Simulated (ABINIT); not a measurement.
# Quasiparticle gap of CsH (Fm-3m) in ABINIT, part 2 of 3

Aim: the G0W0 gap of CsH (Fm-3m) on LDA, step by step.

ABINIT 10.8.3; LDA and many-body steps on it, plane waves. Known limits of the many-body steps: not at the basis limit; no spin-orbit coupling.

So far. Step 2 (Ground state): The gap is direct, at (0.500, 0.000, 0.000).

The database entry behind the starting cell differs from later determinations by our own check (0.1 to 0.3 % short, probably kX units), so it need not match the best structure at ambient conditions.

## Step 3: Bands along the symmetry lines

Level of this step: DFT, LDA, plane waves, norm-conserving pseudopotentials (ABINIT).

The cheap functional maps the bands first; the places of the edges decide which points the dearer methods must see.

The input, run.abi:

```
acell 3*1.0 Angstrom
rprim 
  -0.000000000000 3.188000000000 3.188000000000
  3.188000000000 -0.000000000000 3.188000000000
  3.188000000000 3.188000000000 -0.000000000000
ntypat 2
znucl 55 1
natom 2
typat 1 2
xred 
  0.000000000000 0.000000000000 0.000000000000
  0.500000000000 0.500000000000 0.500000000000
pp_dirpath "pseudos"
pseudos "Cs.upf, H.upf"
ecut 31
iscf -2
irdden 1
kptopt 0
nkpt 50
kpt 
  0.00000000 0.00000000 0.00000000
  0.06250000 0.00000000 0.06250000
  0.12500000 0.00000000 0.12500000
  0.18750000 0.00000000 0.18750000
  0.25000000 0.00000000 0.25000000
  0.31250000 0.00000000 0.31250000
  0.37500000 0.00000000 0.37500000
  0.43750000 0.00000000 0.43750000
  0.50000000 0.00000000 0.50000000
  0.51562500 0.03125000 0.51562500
  0.53125000 0.06250000 0.53125000
  0.54687500 0.09375000 0.54687500
  0.56250000 0.12500000 0.56250000
  0.57812500 0.15625000 0.57812500
  0.59375000 0.18750000 0.59375000
  0.60937500 0.21875000 0.60937500
  0.62500000 0.25000000 0.62500000
  0.37500000 0.37500000 0.75000000
  0.32812500 0.32812500 0.65625000
  0.28125000 0.28125000 0.56250000
  0.23437500 0.23437500 0.46875000
  0.18750000 0.18750000 0.37500000
  0.14062500 0.14062500 0.28125000
  0.09375000 0.09375000 0.18750000
  0.04687500 0.04687500 0.09375000
  0.00000000 0.00000000 0.00000000
  0.06250000 0.06250000 0.06250000
  0.12500000 0.12500000 0.12500000
  0.18750000 0.18750000 0.18750000
  0.25000000 0.25000000 0.25000000
  0.31250000 0.31250000 0.31250000
  0.37500000 0.37500000 0.37500000
  0.43750000 0.43750000 0.43750000
  0.50000000 0.50000000 0.50000000
  0.50000000 0.46875000 0.53125000
  0.50000000 0.43750000 0.56250000
  0.50000000 0.40625000 0.59375000
  0.50000000 0.37500000 0.62500000
  0.50000000 0.34375000 0.65625000
  0.50000000 0.31250000 0.68750000
  0.50000000 0.28125000 0.71875000
  0.50000000 0.25000000 0.75000000
  0.50000000 0.21875000 0.71875000
  0.50000000 0.18750000 0.68750000
  0.50000000 0.15625000 0.65625000
  0.50000000 0.12500000 0.62500000
  0.50000000 0.09375000 0.59375000
  0.50000000 0.06250000 0.56250000
  0.50000000 0.03125000 0.53125000
  0.50000000 0.00000000 0.50000000
istwfk *1
nband 12
nbdbuf 2
tolwfr 1e-08
nstep 40
prtwf 0
prtvol 0
indata_prefix "in"
outdata_prefix "out"
tmpdata_prefix "tmp"
```

Run with:

```console
OMP_NUM_THREADS=1 mpirun -n 4 abinit run.abi > log
```

Numbers of over 12 decimals in the logs are rounded to 6 here.

The log of the run:

```text
.Version 10.8.3 of ABINIT. v10.8.2 released Aug 2026.

 Symmetries : space group Fm -3 m (#225); Bravais cF (face-center cubic)
[... echo of the input left out ...]
== DATASET  1 ==================================================================
-   mpi_nproc: 4, omp_nthreads: 1 (-1 if OMP is not activated)

--- !DatasetInfo
iteration_state: {dtset: 1, }
dimensions: {natom: 2, nkpt: 50, mband: 12, nsppol: 1, nspinor: 1, nspden: 1, mpw: 3647, }
cutoff_energies: {ecut:  31.0, pawecutdg:  -1.0, }
electrons: {nelect:   1.00000000E+01, charge:   0.00000000E+00, occopt:   1.00000000E+00, tsmear:   1.00000000E-02, }

 Real(R)+Recip(G) space primitive vectors, cartesian coordinates (Bohr,Bohr^-1):
 R(1)=  0.0000000  6.0244469  6.0244469  G(1)= -0.0829952  0.0829952  0.0829952
 R(2)=  6.0244469  0.0000000  6.0244469  G(2)=  0.0829952 -0.0829952  0.0829952
 R(3)=  6.0244469  6.0244469  0.0000000  G(3)=  0.0829952  0.0829952 -0.0829952
 Unit cell volume ucvol=  4.3730207E+02 bohr^3
 Angles (23,13,12)=  6.00000000E+01  6.00000000E+01  6.00000000E+01 degrees

 getcut: wavevector=  0.0000  0.0000  0.0000  ngfft=  45  45  45
         ecut(hartree)=     31.000   => boxcut(ratio)=   2.06051

--- Pseudopotential description ------------------------------------------------
- Cs Generated using ONCVPSP code by D. R. Hamann
- 55.00000   9.00000  201201                  znucl, zion, pspdat
12 -1012 3 -1 2328                            pspcod,pspxc,lmax,lloc,mmax
     nproj     2     2     2     2
  pspatm : epsatm=   21.68725381
         --- l  ekb(1:nproj) -->
             0    6.247599    0.778427
             1    6.343167    0.797067
             2    3.778962    0.917083
[...]
pspatm: atomic psp has been read  and splines computed

- H Generated using ONCVPSP code by D. R. Hamann
-  1.00000   1.00000  180309                  znucl, zion, pspdat
12 -1012 1 -1 1180                            pspcod,pspxc,lmax,lloc,mmax
     nproj     2     1     0     0
  pspatm : epsatm=    0.35439867
         --- l  ekb(1:nproj) -->
[...]
1   -0.275071
 pspatm: atomic psp has been read  and splines computed

--------------------------------------------------------------------------------

================================================================================
 prteigrs : about to open file out_EIG
 Non-SCF case, kpt    1 (  0.00000  0.00000  0.00000), residuals and eigenvalues=
  7.51E-09  3.10E-09  4.63E-09  9.16E-09  6.49E-09  3.37E-09  7.86E-09  6.58E-09
  8.80E-09  9.05E-09  7.97E-09  2.55E-06
 -7.2637E-01 -2.2574E-01 -2.2574E-01 -2.2574E-01 -4.1780E-03  2.4858E-01
  2.4858E-01  2.4858E-01  2.7254E-01  3.1552E-01  3.1552E-01  3.5833E-01
 Non-SCF case, kpt    2 (  0.06250  0.00000  0.06250), residuals and eigenvalues=
  7.70E-09  4.42E-09  4.96E-09  9.96E-09  8.63E-09  9.85E-09  7.34E-09  6.30E-09
  3.99E-09  7.18E-09  9.80E-09  1.48E-06
 -7.2622E-01 -2.2719E-01 -2.2615E-01 -2.2615E-01 -1.0032E-03  2.4240E-01
[...]
Non-SCF case, kpt    3 (  0.12500  0.00000  0.12500), residuals and eigenvalues=
  6.52E-09  4.30E-09  3.48E-09  7.12E-09  8.60E-09  9.82E-09  9.53E-09  6.48E-09
  8.49E-09  6.21E-09  9.19E-09  2.48E-05
[...]
Non-SCF case, kpt   49 (  0.50000  0.03125  0.53125), residuals and eigenvalues=
[...]
Non-SCF case, kpt   50 (  0.50000  0.00000  0.50000), residuals and eigenvalues=
[...]
-7.2256E-01 -2.5304E-01 -2.3609E-01 -2.3609E-01  2.0059E-02  1.7030E-01
  2.5890E-01  3.5343E-01  3.5343E-01  3.5382E-01  3.7044E-01  3.8831E-01

--- !ResultsGS
iteration_state: {dtset: 1, }
comment   : Summary of ground state results
lattice_vectors:
- [ -0.0000000,   6.0244469,   6.0244469, ]
- [  6.0244469,  -0.0000000,   6.0244469, ]
- [  6.0244469,   6.0244469,  -0.0000000, ]
lattice_lengths: [   8.51985,    8.51985,    8.51985, ]
lattice_angles: [ 60.000,  60.000,  60.000, ] # degrees, (23, 13, 12)
lattice_volume:   4.3730207E+02
convergence: {deltae:  0.000E+00, res2:  0.000E+00, residm:  9.997E-09, diffor:  0.000E+00, }
etotal    :  -2.40269342E+01
entropy   :   0.00000000E+00
fermie    :   6.42267460E-02
cartesian_stress_tensor: null
pressure_GPa: null
xred      :
- [  0.0000E+00,   0.0000E+00,   0.0000E+00, Cs]
- [  5.0000E-01,   5.0000E-01,   5.0000E-01,  H]
cartesian_forces: null
force_length_stats: {min: null, max: null, mean: null, }

 Integrated electronic density in atomic spheres:
 ------------------------------------------------
 Atom  Sphere_radius  Integrated_density
[...]
================================================================================

 ----iterations are completed or convergence reached----

 Mean square residual over all n,k,spin=   68.736E-10; max=  99.969E-10
 reduced coordinates (array xred) for    2 atoms
       0.000000000000      0.000000000000      0.000000000000
       0.500000000000      0.500000000000      0.500000000000

 cartesian coordinates (angstrom) at end:
[...]
length scales=  1.889726125908  1.889726125908  1.889726125908 bohr
              =  1.000000000000  1.000000000000  1.000000000000 angstroms
 prteigrs : about to open file out_EIG
 Eigenvalues (hartree) for nkpt=  50  k points:
 kpt#   1, nband= 12, wtk=  1.00000, kpt=  0.0000  0.0000  0.0000 (reduced coord)
[...]
kpt#   2, nband= 12, wtk=  1.00000, kpt=  0.0625  0.0000  0.0625 (reduced coord)
[...]
kpt#   3, nband= 12, wtk=  1.00000, kpt=  0.1250  0.0000  0.1250 (reduced coord)
[...]
kpt#  49, nband= 12, wtk=  1.00000, kpt=  0.5000  0.0313  0.5313 (reduced coord)
  -0.72256   -0.25289   -0.23627   -0.23616    0.02062    0.17097    0.25764    0.33542
   0.35393    0.35991    0.38185    0.38853
 kpt#  50, nband= 12, wtk=  1.00000, kpt=  0.5000  0.0000  0.5000 (reduced coord)
  -0.72256   -0.25304   -0.23609   -0.23609    0.02006    0.17030    0.25890    0.35343
   0.35343    0.35382    0.37044    0.38831

== END DATASET(S) ==============================================================
================================================================================

 -outvars: echo values of variables after computation  --------
            nband          12
             nkpt          50
          spgroup         225
 [... the other variables as echoed above ...]

 Calculation completed.
```

Wall time 16 s (4 MPI ranks of Arm Neoverse V1, shared host); peak memory 0.29 GiB.

This step gave:

```yaml
gap: 1.956 eV
k_of_the_valence_top: 0.5, 0.5, 0.5
k_of_the_conduction_bottom: 0.5, 0.5, 0.5
least_direct_gap: 1.956 eV
```

The gap is 1.956 eV, as in the run before at this level.

The electronic bands at the labelled points (eV, zero at the top of the highest filled band; v1 is the highest filled band, c1 the lowest empty one):

```
    point     v4     v3     v2     v1    c1    c2    c3    c4
        Γ  -7.89  -7.89  -7.89  -1.86  5.02  5.02  5.02  5.67
  halfway  -8.33  -8.03  -8.03  -1.06  3.64  4.04  5.84  5.84
        X  -8.63  -8.17  -8.17  -1.20  2.89  5.30  7.87  7.87
  halfway  -8.60  -8.24  -8.16  -1.08  3.01  5.05  6.87  6.94
        U  -8.51  -8.38  -8.11  -0.79  3.17  4.56  6.07  6.45
jump to K  -8.51  -8.38  -8.11  -0.79  3.17  4.56  6.07  6.45
  halfway  -8.41  -8.09  -7.94  -0.77  3.39  3.93  5.33  5.83
        Γ  -7.89  -7.89  -7.89  -1.86  5.02  5.02  5.02  5.67
  halfway  -8.36  -7.94  -7.94  -1.00  3.36  5.05  5.05  5.60
        L  -8.76  -7.99  -7.99   0.00  1.96  4.58  4.58  6.84
  halfway  -8.63  -8.21  -8.06  -0.40  2.75  4.26  5.19  7.23
        W  -8.41  -8.41  -8.22  -0.75  3.92  3.92  4.95  8.26
  halfway  -8.57  -8.25  -8.20  -0.99  3.17  4.82  5.86  8.08
        X  -8.63  -8.17  -8.17  -1.20  2.89  5.30  7.87  7.87
```

The electronic bands as a text plot (rows in eV, shown from -8.0 to 6.1 only):

```
    5.8 |++  +++           +    +++++++++   +++              +
    5.2 |++++      ++++++   +++++  ++++++++++        ++++++++ +++
    4.6 | ++++    +      ++        +++  +++  +++++++++      ++
    4.0 |    +++++         ++++++++        +          ++++++
    3.4 |     ++++       ++     +           +           +  +++
    2.8 |         +++++++  +++++             ++       ++      +++
    2.2 |                                      +++++++
    1.7 |
    1.1 |
    0.5 |
   -0.1 |                                      *******
   -0.7 |                ********            **       *******
   -1.3 |  **************        ****      **                ****
   -1.9 |**                          ******
   -2.4 |
   -3.0 |
   -3.6 |
   -4.2 |
   -4.8 |
   -5.4 |
   -6.0 |
   -6.5 |
   -7.1 |
   -7.7 |*****                **********************
         Γ           X  U|K            Γ         L        W     X
```

## Step 4: Empty states on the mesh, 4×4×4 mesh, 35 bands

The sums over transitions need many empty states on a uniform mesh; this step solves for them.

The input, run.abi:

```
acell 3*1.0 Angstrom
rprim 
  -0.000000000000 3.188000000000 3.188000000000
  3.188000000000 -0.000000000000 3.188000000000
  3.188000000000 3.188000000000 -0.000000000000
ntypat 2
znucl 55 1
natom 2
typat 1 2
xred 
  0.000000000000 0.000000000000 0.000000000000
  0.500000000000 0.500000000000 0.500000000000
pp_dirpath "pseudos"
pseudos "Cs.upf, H.upf"
ecut 31
ngkpt 4 4 4
nshiftk 1
shiftk 0 0 0
kptopt 1
chksymbreak 0
iscf -2
irdden 1
istwfk *1
nband 35
nbdbuf 4
tolwfr 1e-09
nstep 60
prtvol 0
indata_prefix "in"
outdata_prefix "out"
tmpdata_prefix "tmp"
```

The log of the run:

```text
.Version 10.8.3 of ABINIT. v10.8.2 released Aug 2026.

 Symmetries : space group Fm -3 m (#225); Bravais cF (face-center cubic)
[... echo of the input left out ...]
== DATASET  1 ==================================================================
-   mpi_nproc: 4, omp_nthreads: 1 (-1 if OMP is not activated)

--- !DatasetInfo
iteration_state: {dtset: 1, }
dimensions: {natom: 2, nkpt: 8, mband: 35, nsppol: 1, nspinor: 1, nspden: 1, mpw: 3647, }
cutoff_energies: {ecut:  31.0, pawecutdg:  -1.0, }
electrons: {nelect:   1.00000000E+01, charge:   0.00000000E+00, occopt:   1.00000000E+00, tsmear:   1.00000000E-02, }

 Real(R)+Recip(G) space primitive vectors, cartesian coordinates (Bohr,Bohr^-1):
 R(1)=  0.0000000  6.0244469  6.0244469  G(1)= -0.0829952  0.0829952  0.0829952
 R(2)=  6.0244469  0.0000000  6.0244469  G(2)=  0.0829952 -0.0829952  0.0829952
 R(3)=  6.0244469  6.0244469  0.0000000  G(3)=  0.0829952  0.0829952 -0.0829952
 Unit cell volume ucvol=  4.3730207E+02 bohr^3
 Angles (23,13,12)=  6.00000000E+01  6.00000000E+01  6.00000000E+01 degrees

 getcut: wavevector=  0.0000  0.0000  0.0000  ngfft=  45  45  45
         ecut(hartree)=     31.000   => boxcut(ratio)=   2.06051

--- Pseudopotential description ------------------------------------------------
- Cs Generated using ONCVPSP code by D. R. Hamann
- 55.00000   9.00000  201201                  znucl, zion, pspdat
12 -1012 3 -1 2328                            pspcod,pspxc,lmax,lloc,mmax
     nproj     2     2     2     2
  pspatm : epsatm=   21.68725381
         --- l  ekb(1:nproj) -->
             0    6.247599    0.778427
             1    6.343167    0.797067
             2    3.778962    0.917083
[...]
pspatm: atomic psp has been read  and splines computed

- H Generated using ONCVPSP code by D. R. Hamann
-  1.00000   1.00000  180309                  znucl, zion, pspdat
12 -1012 1 -1 1180                            pspcod,pspxc,lmax,lloc,mmax
     nproj     2     1     0     0
  pspatm : epsatm=    0.35439867
         --- l  ekb(1:nproj) -->
[...]
1   -0.275071
 pspatm: atomic psp has been read  and splines computed

--------------------------------------------------------------------------------

================================================================================
 prteigrs : about to open file out_EIG
 Non-SCF case, kpt    1 (  0.00000  0.00000  0.00000), residuals and eigenvalues=
  4.77E-10  3.91E-10  3.74E-10  8.81E-10  5.12E-10  3.78E-10  4.67E-10  8.53E-10
  1.46E-10  6.28E-10  9.93E-10  7.67E-10  3.23E-10  4.90E-10  6.35E-10  4.93E-10
  6.45E-10  9.39E-10  3.74E-10  4.68E-10  8.16E-10  8.29E-10  2.29E-10  3.99E-10
[...]
-7.2637E-01 -2.2574E-01 -2.2574E-01 -2.2574E-01 -4.1780E-03  2.4858E-01
  2.4858E-01  2.4858E-01  2.7254E-01  3.1552E-01  3.1552E-01  3.5833E-01
  3.9728E-01  3.9728E-01  3.9728E-01  5.9317E-01  5.9317E-01  5.9317E-01
  6.6074E-01  6.6074E-01  6.6074E-01  6.8677E-01  7.7389E-01  7.7389E-01
  7.7389E-01  7.9049E-01  7.9049E-01  7.9049E-01  8.7067E-01  8.7067E-01
  8.7419E-01  1.0774E+00  1.0774E+00  1.0775E+00  1.1506E+00
 prteigrs : prtvol=0 or 1, do not print more k-points.

--- !ResultsGS
iteration_state: {dtset: 1, }
comment   : Summary of ground state results
lattice_vectors:
- [ -0.0000000,   6.0244469,   6.0244469, ]
- [  6.0244469,  -0.0000000,   6.0244469, ]
- [  6.0244469,   6.0244469,  -0.0000000, ]
lattice_lengths: [   8.51985,    8.51985,    8.51985, ]
lattice_angles: [ 60.000,  60.000,  60.000, ] # degrees, (23, 13, 12)
lattice_volume:   4.3730207E+02
convergence: {deltae:  0.000E+00, res2:  0.000E+00, residm:  9.927E-10, diffor:  0.000E+00, }
etotal    :  -2.40269342E+01
entropy   :   0.00000000E+00
fermie    :   6.42267460E-02
cartesian_stress_tensor: null
pressure_GPa: null
xred      :
- [  0.0000E+00,   0.0000E+00,   0.0000E+00, Cs]
- [  5.0000E-01,   5.0000E-01,   5.0000E-01,  H]
cartesian_forces: null
force_length_stats: {min: null, max: null, mean: null, }

 Integrated electronic density in atomic spheres:
 ------------------------------------------------
 Atom  Sphere_radius  Integrated_density
[...]
================================================================================

 ----iterations are completed or convergence reached----

 Mean square residual over all n,k,spin=   52.036E-11; max=  99.272E-11
 reduced coordinates (array xred) for    2 atoms
[...]
0.500000000000      0.500000000000      0.500000000000

 cartesian coordinates (angstrom) at end:
    1      0.000000     0.000000     0.000000
    2      3.188000     3.188000     3.188000
 length scales=  1.889726125908  1.889726125908  1.889726125908 bohr
              =  1.000000000000  1.000000000000  1.000000000000 angstroms
 prteigrs : about to open file out_EIG
 Eigenvalues (hartree) for nkpt=   8  k points:
 kpt#   1, nband= 35, wtk=  0.01563, kpt=  0.0000  0.0000  0.0000 (reduced coord)
[...]
0.59317    0.59317    0.66074    0.66074    0.66074    0.68677    0.77389    0.77389
   0.77389    0.79049    0.79049    0.79049    0.87067    0.87067    0.87419    1.07738
   1.07739    1.07750    1.15063
 prteigrs : prtvol=0 or 1, do not print more k-points.

== END DATASET(S) ==============================================================
================================================================================

 -outvars: echo values of variables after computation  --------
            nband          35
             nkpt           8
          spgroup         225
 [... the other variables as echoed above ...]

 Calculation completed.
```

Elapsed: 8.5 s, on 4 MPI ranks; peak memory 0.27 GiB.

This step gave:

| Item | Value |
| --- | --- |
| gap | 1.956 eV |
| k of the valence top | 0.5, 0, 0 |
| k of the conduction bottom | 0.5, 0, 0 |
| least direct gap | 1.956 eV |
| k points computed | 8 |
| lowest point of the top converged band, above the valence top | 22.04 eV |

On this mesh the gap is 1.956 eV.

## Step 5: Screening, 4×4×4 mesh, 31 bands, screening to 87.1 eV

The RPA dielectric matrix is built and inverted for each q.

This step: RPA screening on LDA, plane waves, norm-conserving pseudopotentials.

Changes to run.abi since step 4:

```diff
@@ -20,10 +20,11 @@
 chksymbreak 0
-iscf -2
-irdden 1
 istwfk *1
-nband 35
-nbdbuf 4
-tolwfr 1e-09
-nstep 60
-prtvol 0
+occopt 1
+irdwfk 1
+optdriver 3
+nband 31
+ecuteps 3.2
+inclvkb 2
+awtr 1
+symchi 1
 indata_prefix "in"
```

The log of the run:

```text
.Version 10.8.3 of ABINIT. v10.8.2 released Aug 2026.

 Symmetries : space group Fm -3 m (#225); Bravais cF (face-center cubic)
[... echo of the input left out ...]
== DATASET  1 ==================================================================
-   mpi_nproc: 4, omp_nthreads: 1 (-1 if OMP is not activated)

--- !DatasetInfo
iteration_state: {dtset: 1, }
dimensions: {natom: 2, nkpt: 8, mband: 31, nsppol: 1, nspinor: 1, nspden: 1, mpw: 3647, }
cutoff_energies: {ecut:  31.0, pawecutdg:  -1.0, }
electrons: {nelect:   1.00000000E+01, charge:   0.00000000E+00, occopt:   1.00000000E+00, tsmear:   1.00000000E-02, }

 SCREENING: Calculation of the susceptibility and dielectric matrices

 Based on a program developped by R.W. Godby, V. Olevano, G. Onida, and L. Reining.
 Incorporated in ABINIT by V. Olevano, G.-M. Rignanese, and M. Torrent.
.Using double precision arithmetic ; gwpc =  8

[... cell and pseudopotentials left out ...]
--------------------------------------------------------------------------------

 ==== K-mesh for the wavefunctions ====
 Number of points in the irreducible wedge :     8
[... list of points left out ...]
 Together with 48 symmetry operations and time-reversal symmetry
 yields    64 points in the full Brillouin Zone.

 ==== Q-mesh for the screening function ====
 Number of points in the irreducible wedge :     8
[... list of points left out ...]
 Together with 48 symmetry operations and time-reversal symmetry
 yields    64 points in the full Brillouin Zone.

 setmesh: FFT mesh size selected  =    27x   27x   27
          total number of points  =        19683

 vcoul_init : cutoff-mode = AUXILIARY_FUNCTION
 q-points for optical limit:   1
     1)      0.000010    0.000020    0.000030

- screening: taking advantage of time-reversal symmetry
- Maximum band index for partially occupied states nbvw = 5
- Remaining bands to be divided among processors   nbcw = 26
- Number of bands treated by each node ~6

 Number of electrons calculated from density =   10.0000; Expected =   10.0000
 average of density, n =  0.022867
 r_s =    2.1856
 omega_plasma =   14.5870 [eV]

 calculating chi0 at frequencies [eV] :
  1    0.000000E+00    0.000000E+00
  2    0.000000E+00    1.458696E+01

--------------------------------------------------------------------------------
  q-point number  1        q = ( 0.000000, 0.000000, 0.000000) [r.l.u.]
--------------------------------------------------------------------------------
[... chi0 elements left out ...]
 For q-point:  0.000010 0.000020 0.000030
  dielectric constant =   3.2386
  dielectric constant without local fields =   3.7527

  Average fulfillment of the sum rule on Im[epsilon] for q-point    1 :     55.68  [%]
[... wings left out ...]
  q-point number  2        q = ( 0.250000, 0.000000, 0.000000) [r.l.u.]
--------------------------------------------------------------------------------
[... chi0 elements left out ...]
  Average fulfillment of the sum rule on Im[epsilon] for q-point    2 :     87.04  [%]

 [... 6 further q-points ...]
```

Elapsed: 4.7 s, on 4 MPI ranks; peak memory 0.49 GiB; 18 s of CPU time.

This step gave:

```
ε∞ with local fields, on this mesh, along the program's q direction : 3.239
the same without local fields                                       : 3.753
plasma frequency                                                    : 14.59 eV
plane waves in the screening matrix                                 : 113
```

Local fields lower ε∞ by 14 %.

(Part 2 of 3 ends here.)

[Paths, hosts, dates, memory and timing lines, banners, echoed tables and standing remarks are left out of the program output.]

[Logs are printed without paths, hosts, clocks, repeated set-up lines and the standing remarks that a program may print on its own settings, such as how far it seeks lower states.]

[Runs of the session that timed out or met a known fault of the program may be left out.]

[Hosts, paths, dates, database ids (printed as entryN), source tags and the programs' standing remarks are cut or masked in the printed files.]

[G0W0 gaps are taken among the corrected bands and points alone; a level outside them can change the order at an edge.]

[Where Ansatz stands beside ABINIT at settings called matched, ABINIT's density can come from a denser mesh and the files from another edition; pairs whose starting gaps differed by over 0.03 eV were left out, so agreement reads better than it is.]
